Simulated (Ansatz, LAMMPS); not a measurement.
# Relaxing amorphous 79SiO2-21B2O3 (mol %) (96 atoms), part 3 of 4

Wanted: the relaxed structure of amorphous 79SiO2-21B2O3 (mol %) (96 atoms) and its electronic structure.

Ansatz 0.2.0; Kohn-Sham DFT, PBE, PAW (set soft_2), plane waves.

The cell: 22 Si, 12 B and 62 O. The quench rate of 100 K/ps far exceeds what a furnace or splat quench reaches. The network of bonds at the start is that of the classical potential that made the cell. Only the Γ point is sampled in the main run, in a cell whose shortest periodic width is 11 Å.

So far. Step 4 (Cell and atoms relaxed): The relaxation changed the energy by -52.6 meV/atom, and atoms moved by 0.32 Å r.m.s., 0.84 Å at most.

## (6) Single point at the relaxed geometry

One more single point at the end of the walk gives the fuller output and checks the residual forces.

The input, input.yaml:

```yaml
crystal:
  lattice:
    - [10.55405, 0.12364, -0.37795]
    - [0.12364, 11.11933, -0.2553]
    - [-0.37795, -0.2553, 11.11051]
  atoms:
    - { symbol: Si, position: [0.72559, 0.33618, 0.82758] }
    - { symbol: Si, position: [0.37225, 0.03839, 0.63043] }
    - { symbol: Si, position: [0.13135, 0.89168, 0.52029] }
    - { symbol: Si, position: [0.54419, 0.06016, 0.07767] }
    - { symbol: Si, position: [0.79146, 0.70458, 0.23367] }
    - { symbol: Si, position: [0.29949, 0.42397, 0.53697] }
    - { symbol: Si, position: [0.43171, 0.29451, 0.74735] }
    - { symbol: Si, position: [0.14476, 0.22763, 0.38245] }
    - { symbol: Si, position: [0.82169, 0.83531, 0.81711] }
    - { symbol: Si, position: [0.88065, 0.41867, 0.63471] }
    - { symbol: Si, position: [0.94345, 0.17027, 0.95209] }
    - { symbol: Si, position: [0.24243, 0.60182, 0.14703] }
    - { symbol: Si, position: [0.85212, 0.52272, 0.02122] }
    - { symbol: Si, position: [0.35163, 0.40855, 0.98839] }
    - { symbol: Si, position: [0.6898, 0.25954, 0.32921] }
    - { symbol: Si, position: [0.86953, 0.96504, 0.58935] }
    - { symbol: Si, position: [0.02083, 0.43719, 0.23256] }
    - { symbol: Si, position: [0.20711, 0.66902, 0.66324] }
    - { symbol: Si, position: [0.97051, 0.61575, 0.805] }
    - { symbol: Si, position: [0.82663, 0.06996, 0.18504] }
    - { symbol: Si, position: [0.66786, 0.87254, 0.38447] }
    - { symbol: Si, position: [0.28023, 0.06603, 0.19489] }
    - { symbol: B, position: [0.84654, 0.46668, 0.41288] }
    - { symbol: B, position: [0.97506, 0.87033, 0.2975] }
    - { symbol: B, position: [0.03763, 0.93583, 0.93021] }
    - { symbol: B, position: [0.54874, 0.29883, 0.0967] }
    - { symbol: B, position: [0.95443, 0.18823, 0.53185] }
    - { symbol: B, position: [0.17272, 0.23448, 0.038] }
    - { symbol: B, position: [0.42043, 0.81062, 0.75615] }
    - { symbol: B, position: [0.58268, 0.87251, 0.90737] }
    - { symbol: B, position: [0.19476, 0.85332, 0.09653] }
    - { symbol: B, position: [0.61811, 0.64649, 0.38783] }
    - { symbol: B, position: [0.55002, 0.09379, 0.44601] }
    - { symbol: B, position: [0.40736, 0.55052, 0.35077] }
    - { symbol: O, position: [0.34993, 0.37306, 0.84511] }
    - { symbol: O, position: [0.01554, 0.91847, 0.6081] }
    - { symbol: O, position: [0.69803, 0.82432, 0.2468] }
    - { symbol: O, position: [0.94588, 0.4933, 0.34532] }
    - { symbol: O, position: [0.72993, 0.61815, 0.33196] }
    - { symbol: O, position: [0.76085, 0.37697, 0.38536] }
    - { symbol: O, position: [0.84091, 0.69614, 0.7636] }
    - { symbol: O, position: [0.95324, 0.84634, 0.90342] }
    - { symbol: O, position: [0.93429, 0.75297, 0.27556] }
    - { symbol: O, position: [0.43141, 0.06888, 0.17196] }
    - { symbol: O, position: [0.24779, 0.9227, 0.19164] }
    - { symbol: O, position: [0.51354, 0.95658, 0.97172] }
    - { symbol: O, position: [0.27227, 0.31018, 0.05435] }
    - { symbol: O, position: [0.33716, 0.72007, 0.73128] }
    - { symbol: O, position: [0.36778, 0.15927, 0.72323] }
    - { symbol: O, position: [0.97266, 0.48227, 0.7393] }
    - { symbol: O, position: [0.79834, 0.92855, 0.70762] }
    - { symbol: O, position: [0.59412, 0.20526, 0.42312] }
    - { symbol: O, position: [0.60586, 0.30019, 0.2103] }
    - { symbol: O, position: [0.08115, 0.30647, 0.27105] }
    - { symbol: O, position: [0.23976, 0.99433, 0.55556] }
    - { symbol: O, position: [0.91887, 0.42632, 0.11447] }
    - { symbol: O, position: [0.33239, 0.4782, 0.40959] }
    - { symbol: O, position: [0.14977, 0.9087, 0.99279] }
    - { symbol: O, position: [0.82626, 0.22766, 0.86812] }
    - { symbol: O, position: [0.74787, 0.44858, 0.93025] }
    - { symbol: O, position: [0.54249, 0.19508, 0.02358] }
    - { symbol: O, position: [0.78475, 0.63153, 0.10319] }
    - { symbol: O, position: [0.24942, 0.13397, 0.32402] }
    - { symbol: O, position: [0.09861, 0.67776, 0.76232] }
    - { symbol: O, position: [0.03634, 0.15164, 0.44516] }
    - { symbol: O, position: [0.29051, 0.54058, 0.02051] }
    - { symbol: O, position: [0.06248, 0.26407, 0.97157] }
    - { symbol: O, position: [0.41727, 0.36919, 0.62288] }
    - { symbol: O, position: [0.89114, 0.13828, 0.08044] }
    - { symbol: O, position: [0.49471, 0.40382, 0.05564] }
    - { symbol: O, position: [0.86982, 0.11054, 0.57527] }
    - { symbol: O, position: [0.4734, 0.07884, 0.53723] }
    - { symbol: O, position: [0.71241, 0.86983, 0.91036] }
    - { symbol: O, position: [0.84997, 0.51504, 0.53016] }
    - { symbol: O, position: [0.00468, 0.04863, 0.88927] }
    - { symbol: O, position: [0.5184, 0.78508, 0.83913] }
    - { symbol: O, position: [0.57966, 0.28935, 0.80371] }
    - { symbol: O, position: [0.59388, 0.75995, 0.43751] }
    [... 12 atom lines left out ...]
    - { symbol: O, position: [0.95771, 0.30445, 0.57651] }
    - { symbol: O, position: [0.07479, 0.89493, 0.38029] }
    - { symbol: O, position: [0.80297, 0.1622, 0.29979] }
    - { symbol: O, position: [0.685, 0.02874, 0.13569] }
    - { symbol: O, position: [0.75337, 0.37897, 0.69433] }
    - { symbol: O, position: [0.13112, 0.52686, 0.20107] }
kpoints:
  mp_grid: { grid: [1, 1, 1] }
hamiltonian:
  xc: pbe
scf:
  occupations: { method: fermi_dirac, width: 0.025 }
output:
  forces: true
  stress: true
  populations: true
  dos:
    method: { smearing: { sigma: 0.08 } }
    de: 0.05
    projected: { site_lists: { B: [B], O: [O], Si: [Si] } }
  eigenvalues: true
  write_density: true
  write_potential: true
  volumetric_format: npy
```

On the command line:

```console
$ ansatz run input.yaml --threads 4 --pin off --max-ram 8192MiB --backend cpu --events-out ev --progress --plain --runs-dir out
```

Numbers of over 12 decimals in the logs are rounded to 6 here.

Log:

```text
[...]
Crystal: 96 atoms, lattice volume = 1301.440 Å³
Basis set: ecut = 420 eV, 25481 PW (Γ), exchange–correlation on 144×150×150 points (8 copies of the dense FFT grid, shifted against one another)
Bands: 344, of which v1, the nominal top of the filled ones, is band 248 counted from 1 (247 counted from 0)
Symmetry: 1 space group operations
[...]
k-points: 1
[...]
SCF iter   1: F=—  HF=-51135.002798 eV  |F-HF|=—  |Δ(HF+E_count)|=         —  Δρ=2.42e-3  dr2=9.16e-2  ethr=1.77e-3  ⟨swp⟩=7.0  Hψ=1723  notcnv=0  defer=63
[...]
SCF iter   9: F=-51134.988837 eV  HF=-51134.988837 eV  |F-HF|=1.66e-9  |Δ(HF+E_count)|=   3.11e-8  Δρ=9.51e-7  dr2=1.21e-8  ethr=2.02e-11  ⟨swp⟩=9.0  Hψ=2181  notcnv=0
SCF 1 converged in 9 iterations: F = -51134.988837 eV  dr2 = 1.21e-8
[...]
WARN: The input density's exchange-correlation potential varies sharply where the density is thin. Do not read a vacuum level from v_tot or v_xc, or from such a field of the output density. On a cell that repeats whose density bears no net charge and no dipole along the vacuum's axis use v_es (v_loc + v_h of the components); [...]
SCF converged after 9 iterations
Free energy (F): -51134.988837 eV
[...]
Internal energy: -51134.988837 eV  (E = F + TS)
E sigma→0 (E₀):  -51134.988837 eV
Fermi energy:    4.051388 eV
[...]
--- Forces (eV/Å), atoms counted from 1 ---
  atom   1  Si     0.00409812     0.00091019     0.00084133
  atom   2  Si    -0.00127220    -0.00010585    -0.00600561
  atom   3  Si     0.00227546     0.00357770    -0.00007288
  atom   4  Si    -0.00336454    -0.00150069    -0.00610745
  atom   5  Si     0.00143662     0.00296668    -0.00694426
  atom   6  Si     0.00340317     0.00117768    -0.00321675
  atom   7  Si     0.00233695     0.00020607     0.00045041
  atom   8  Si    -0.00216756    -0.00033292    -0.00500502
  atom   9  Si    -0.01091750    -0.00197417     0.00143970
  atom  10  Si    -0.00243257     0.00329400    -0.00616081
  atom  11  Si     0.00380122     0.00502537    -0.00210699
  atom  12  Si     0.00203142     0.00346183     0.00046276
  atom  13  Si    -0.00335284    -0.00027996    -0.00255049
  atom  14  Si    -0.00053453    -0.00108159    -0.00109965
[...]
atom  95  O     -0.00255765    -0.00165328     0.00180148
  atom  96  O     -0.00460030    -0.00216486     0.00252900
  max |Σ_I F_I| component: 3.84e-5 eV/Å
--- Stress (GPa, compression-positive) ---
       -0.030544       0.015756      -0.017145
        0.015767      -0.003498      -0.014530
       -0.017149      -0.014537      -0.002027
  P = ⅓ Tr σ = -0.0120 GPa (-0.120 kbar)
--- Band table (eV) ---
[...]
--- Löwdin populations: 96 sites ---
  site symbol       q [e]
     0     Si      2.2118
     1     Si      2.2035
     2     Si      2.2094
[...]
95      O      6.7869
  spilling = 0.012557 (of n_electrons = 496.000000)
```

Run time: 18 s. Hardware: 4 threads of Arm Neoverse V2, shared host; peak memory 1.5 GiB.

The program notes that the exchange-correlation potential is rough where the density is thin.

Numbers from this run:

* free energy: -51134.9888 eV
* free energy per atom: -532.6561 eV/atom
* SCF cycles: 9
* pressure: -0.01202 GPa
* r.m.s. force component: 0.00317 eV/Å
* longest force: 0.01275 eV/Å
* Fermi energy: 4.051 eV
* gap (highest filled to lowest empty level): 5.421 eV
* spilling of the projection: 0.01256

Löwdin charges by element (they lack the spilled electrons, 0.065 e an atom on average):

```tsv
element	coordination	atoms	mean charge (e)	spread	least	most
B	all	12	0.673	0.0161	0.651	0.698
O	all	62	-0.665	0.115	-0.795	-0.374
Si	all	22	1.79	0.0091	1.78	1.81
```

Charge against the make-up of the first shell:

```tsv
Si neighbours of O	atoms	mean charge (e)
0	3	-0.386
1	30	-0.583
2	29	-0.78
```

Density of states as counts of states in windows of 1 eV (from the Fermi level), total and the larger projections:

```tsv
from (eV)	to (eV)	total	O p	Si p	B p
-14	-13	0.0	0.0	0.0	0.0
-13	-12	0.2	0.1	0.0	0.0
-12	-11	18.6	12.5	0.4	0.4
-11	-10	18.5	12.8	0.9	0.8
-10	-9	22.8	16.3	2.1	1.4
-9	-8	46.5	34.5	6.6	3.6
-8	-7	19.7	15.1	3.0	0.9
-7	-6	25.7	19.3	1.4	3.5
-6	-5	54.6	46.7	3.0	1.7
-5	-4	77.5	71.7	2.1	0.8
-4	-3	77.2	74.2	0.9	0.3
-3	-2	10.9	10.6	0.1	0.0
-2	2	0.0	0.0	0.0	0.0
2	3	2.0	0.1	0.0	0.0
3	4	0.9	0.1	0.1	0.5
4	5	32.8	4.4	5.5	11.9
```

Between -23 and -14 eV lie 124 more states.

The levels nearest the highest filled one (over half full), pooled over k-points and spins:

```tsv
level less the highest filled one (eV)	occupation
-0.319	2
-0.252	2
-0.238	2
-0.102	2
-0.0122	2
0	2
5.42	0
6.72	0
6.81	0
6.82	0
6.91	0
6.97	0
```

Electrostatic potential energy in the ac plane at fractional y = 0.295, with atoms of Si and B and O within 0.2 Å of it. With pseudopotentials it is smooth inside the atoms' cores, unlike the true potential.

Ten even steps from '0' (-42 eV) to '9' (9 eV), each cell a mean:
```
621488899888999999999999999999
865899999999999999998888999999
999999999999999999987556779999
999999999988878852364003689999
999999999986324510044003789999
999999999872000442477557899999
999999999872001589999889999999
999999999986446899999999999999
899999999998888999999999999876
499999999999999999999999998400
599998779999999999999999998401
999983127999999999999999999877
999872027999999999999999999999
998765579999999999988889999999
987545789999999999864468999999
987656889999999998620037899999
941168999999999998730047999999
820069999999999996345678999999
964699999999999971016899999999
999999999999999861138999999999
999999999999998522589999999999
999988753589987100489999999999
999876510279997423789999999999
854676642588999888999999999999
```
Columns run along a (10.6 Å; values clipped at the 3rd and 97th percentile), rows up along c (11.1 Å). Atoms in or near the plane, at fractional coordinates: Si at (0.43, 0.75), B at (0.55, 0.10), O at (0.27, 0.05), O at (0.61, 0.21), O at (0.08, 0.27), O at (0.58, 0.80), O at (0.21, 0.49), O at (0.96, 0.58).

Valence density in the ac plane at fractional y = 0.295, with atoms of Si and B and O within 0.2 Å of it. It is the smooth field of the valence electrons, not physical close to the nuclei.

Values in e/Å³, 13 rows by 16 columns, each cell a mean:
```
2.0 2.7 0.4 0.2 0.3 0.2 0.1 0.1 0.1 0.1 0.0 0.1 0.1 0.2 0.1 0.2
0.2 0.2 0.0 0.0 0.1 0.4 0.3 0.1 0.4 1.2 0.5 0.2 0.7 0.9 0.3 0.1
0.0 0.0 0.0 0.0 0.1 0.4 0.4 0.3 2.1 5.4 1.5 0.3 0.4 0.3 0.1 0.0
0.0 0.0 0.0 0.0 0.0 0.2 0.2 0.2 0.5 0.7 0.3 0.3 0.3 0.1 0.0 0.0
0.4 0.0 0.0 0.0 0.0 0.2 0.6 0.5 0.1 0.0 0.0 0.1 0.2 0.1 0.5 1.3
1.3 0.1 0.2 0.8 0.4 0.1 0.3 0.2 0.0 0.0 0.0 0.0 0.0 0.1 1.6 5.2
0.2 0.1 1.4 5.0 1.5 0.1 0.0 0.0 0.0 0.1 0.1 0.0 0.1 0.1 0.3 0.6
0.1 0.2 0.6 1.0 0.3 0.0 0.0 0.0 0.1 0.3 0.2 0.3 0.4 0.1 0.0 0.0
0.5 1.6 0.7 0.1 0.0 0.0 0.0 0.0 0.0 0.2 0.3 0.4 0.5 0.1 0.0 0.0
1.7 5.0 1.3 0.1 0.0 0.0 0.0 0.0 0.3 2.2 1.9 0.3 0.1 0.0 0.0 0.1
0.2 0.5 0.2 0.0 0.1 0.0 0.0 0.1 0.7 4.1 2.5 0.2 0.0 0.0 0.0 0.0
0.1 0.1 0.2 0.7 2.2 0.8 0.1 0.2 0.5 0.7 0.3 0.0 0.0 0.0 0.0 0.0
0.8 1.3 0.5 1.6 4.2 1.3 0.1 0.2 0.5 0.3 0.1 0.0 0.0 0.0 0.0 0.1
```
Columns run along a (10.6 Å), rows up along c (11.1 Å). Atoms in or near the plane, at fractional coordinates: Si at (0.43, 0.75), B at (0.55, 0.10), O at (0.27, 0.05), O at (0.61, 0.21), O at (0.08, 0.27), O at (0.58, 0.80), O at (0.21, 0.49), O at (0.96, 0.58).

Mean Löwdin charges: B +0.67, O -0.67, Si +1.79 e (they miss 1.3 % of the electrons, so they add up to more than the cell's charge). The charge on O changes by -0.197 e for each Si neighbour that takes the place of another kind, on average.

Local excerpt of 16 atoms (numbers count through the whole input) about O82, whose charge lies farthest from its element's mean; x, y, z are measured from there.

```tsv
atom	x	y	z	distance (Å)	bonds	Löwdin charge (e)
O82	0.00	0.00	0.00	0.00	2	-0.37
B32	0.93	0.98	-0.12	1.36	3	0.70
B34	-1.30	-0.10	-0.43	1.37	3	0.68
O57	-2.12	-0.93	0.27	2.33	2	-0.58
O78	0.67	2.23	0.41	2.36	2	-0.58
O39	2.12	0.69	-0.78	2.37	2	-0.57
O89	-1.72	0.57	-1.56	2.39	2	-0.59
O40	2.40	-2.00	-0.14	3.13	2	-0.59
Si6	-2.52	-1.57	1.71	3.43	4	1.80
B23	3.31	-1.00	0.11	3.45	3	0.65
O53	0.82	-2.83	-2.00	3.56	2	-0.58
O74	3.30	-0.49	1.40	3.62	2	-0.60
O68	-1.32	-2.19	2.64	3.67	2	-0.78
Si15	1.66	-3.30	-0.70	3.76	4	1.79
Si5	2.82	1.69	-1.92	3.81	4	1.78
Si21	1.48	3.50	-0.24	3.81	4	1.78
```

The column of bonds counts only the pairs O-Si within 2.08 Å, O-B within 1.77 Å; other neighbours, such as metal atoms beside each other in a compound, aren't counted, and periodic images can show an atom twice.

## (7) K-mesh 2×2×2

Large cells are often run on few k-points; this run checks whether the reference had enough.

Edit input.yaml of step 6 so:

```diff
@@ -8,3 +8,3 @@
 kpoints:
-  mp_grid: { grid: [1, 1, 1] }
+  mp_grid: { grid: [2, 2, 2] }
 hamiltonian:
@@ -22,4 +22 @@
   eigenvalues: true
-  write_density: true
-  write_potential: true
-  volumetric_format: npy
```

Log:

```text
[...]
Crystal: 96 atoms, lattice volume = 1301.440 Å³
Basis set: ecut = 420 eV, 25481 PW (Γ), exchange–correlation on 144×150×150 points (8 copies of the dense FFT grid, shifted against one another)
Bands: 344, of which v1, the nominal top of the filled ones, is band 248 counted from 1 (247 counted from 0)
Symmetry: 1 space group operations
[...]
k-points: 8
[...]
SCF iter   1: F=—  HF=-51135.002154 eV  |F-HF|=—  |Δ(HF+E_count)|=         —  Δρ=2.39e-3  dr2=8.93e-2  ethr=1.77e-3  ⟨swp⟩=6.4  Hψ=12928  notcnv=0  defer=502
[...]
SCF iter   8: F=—  HF=-51135.002884 eV  |F-HF|=—  |Δ(HF+E_count)|=   6.98e-9  Δρ=3.83e-6  dr2=1.77e-7  ethr=3.47e-10  ⟨swp⟩=2.0  Hψ=3779  notcnv=0  defer=730
SCF iter   9: F=-51135.002884 eV  HF=-51135.002884 eV  |F-HF|=1.85e-8  |Δ(HF+E_count)|=   3.17e-9  Δρ=2.00e-6  dr2=4.36e-8  ethr=2.02e-11  ⟨swp⟩=14.8  Hψ=16265  notcnv=0
SCF 1 converged in 9 iterations: F = -51135.002884 eV  dr2 = 4.36e-8
[...]
SCF converged after 9 iterations
Free energy (F): -51135.002884 eV
[...]
Internal energy: -51135.002884 eV  (E = F + TS)
E sigma→0 (E₀):  -51135.002884 eV
Fermi energy:    4.079138 eV
[...]
Σ components = -51135.002884   (vs F -51135.002884, Δ=0.00e0)
--- Forces (eV/Å), atoms counted from 1 ---
  atom   1  Si     0.00199916    -0.00005678     0.00274081
  atom   2  Si     0.00008776     0.00073153    -0.00651815
  atom   3  Si     0.00301966     0.00392139    -0.00170413
  atom   4  Si    -0.00542963    -0.00375495    -0.00696092
[...]
atom  96  O     -0.00359039    -0.00022660     0.00245434
  max |Σ_I F_I| component: 7.98e-5 eV/Å
--- Stress (GPa, compression-positive) ---
       -0.033944       0.016814      -0.017469
        0.016825      -0.005411      -0.015087
       -0.017474      -0.015094      -0.001673
  P = ⅓ Tr σ = -0.0137 GPa (-0.137 kbar)
--- Band table (eV; the first three rows and the last of 8) ---
[...]
--- Löwdin populations: 96 sites ---
  site symbol       q [e]
     0     Si      2.2115
     1     Si      2.2032
     2     Si      2.2094
[...]
95      O      6.7870
  spilling = 0.012559 (of n_electrons = 496.000000)
```

The job ended after 2.3 min (4 threads; peak memory 5.7 GiB).

The program notes that it cut back its work space to fit the memory limit.

Geometry and reference: those of the single point at the relaxed geometry.

Forces differ from those of the single point at the relaxed geometry by 1.9 meV/Å r.m.s.; the energy by -0.15 meV/atom and the gap by -0.032 eV. It took 2.3 min and 9 cycles; the reference's time can't be set against it, since the two runs asked for unlike analyses.

[end of part 3 of 4]

[Logs are printed without paths, hosts, clocks, repeated set-up lines and the standing remarks that a program may print on its own settings, such as how far it seeks lower states.]

[Hosts, paths, dates, database ids (printed as entryN), source tags and the programs' standing remarks are cut or masked in the printed files.]
